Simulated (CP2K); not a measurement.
Two runs for the S L₂,₃ edge of 3-mercaptothiophene. Run A: CP2K XAS_TDP, all-electron GAPW, PBEh(45%), aug-cc-pVDZ, TDA, ZORA, spin–orbit coupling. Run B differs in one setting.

First lines with a strength over 0.0003. A:

| atom | energy (eV) | states | strength, one atom |
| --- | --- | --- | --- |
| S1 (bonded to C and H) | 163.58 | 1 | 0.0017 |
|  | 163.84 | 1 | 0.0014 |
|  | 164.61 | 2 | 0.0005 |
|  | 164.68 | 1 | 0.0007 |
|  | 164.70 | 1 | 0.0008 |
| S5 (bonded to 2 C) | 164.39 | 2 | 0.0005 |
|  | 164.53 | 1 | 0.0019 |
|  | 164.86 | 1 | 0.0019 |
|  | 165.59 | 2 | 0.0016 |
|  | 165.96 | 1 | 0.0043 |

B:

| atom | energy (eV) | states | strength, one atom |
| --- | --- | --- | --- |
| S1 (bonded to C and H) | 166.32 | 1 | 0.0017 |
|  | 166.60 | 1 | 0.0015 |
|  | 167.39 | 1 | 0.0014 |
|  | 167.63 | 1 | 0.0025 |
|  | 167.66 | 1 | 0.0013 |
| S5 (bonded to 2 C) | 167.23 | 2 | 0.0020 |
|  | 167.39 | 1 | 0.0008 |
|  | 167.61 | 2 | 0.0004 |
|  | 167.83 | 1 | 0.0012 |
|  | 168.32 | 1 | 0.0018 |

Which was it: the basis, GW2X switched on, the functional?

The functional (functional from PBEh(45%) to PBEh(60%); the lines alone don't name the new value). A functional moves all lines by electronvolts and changes their spacings and strengths. The lowest line over the strength cut lies at 166.32 eV, against 163.58 eV (PBEh(45%), aug-cc-pVDZ).

[Hosts, paths, dates, database ids (printed as entryN), source tags and the programs' standing remarks are cut or masked in the printed files.]
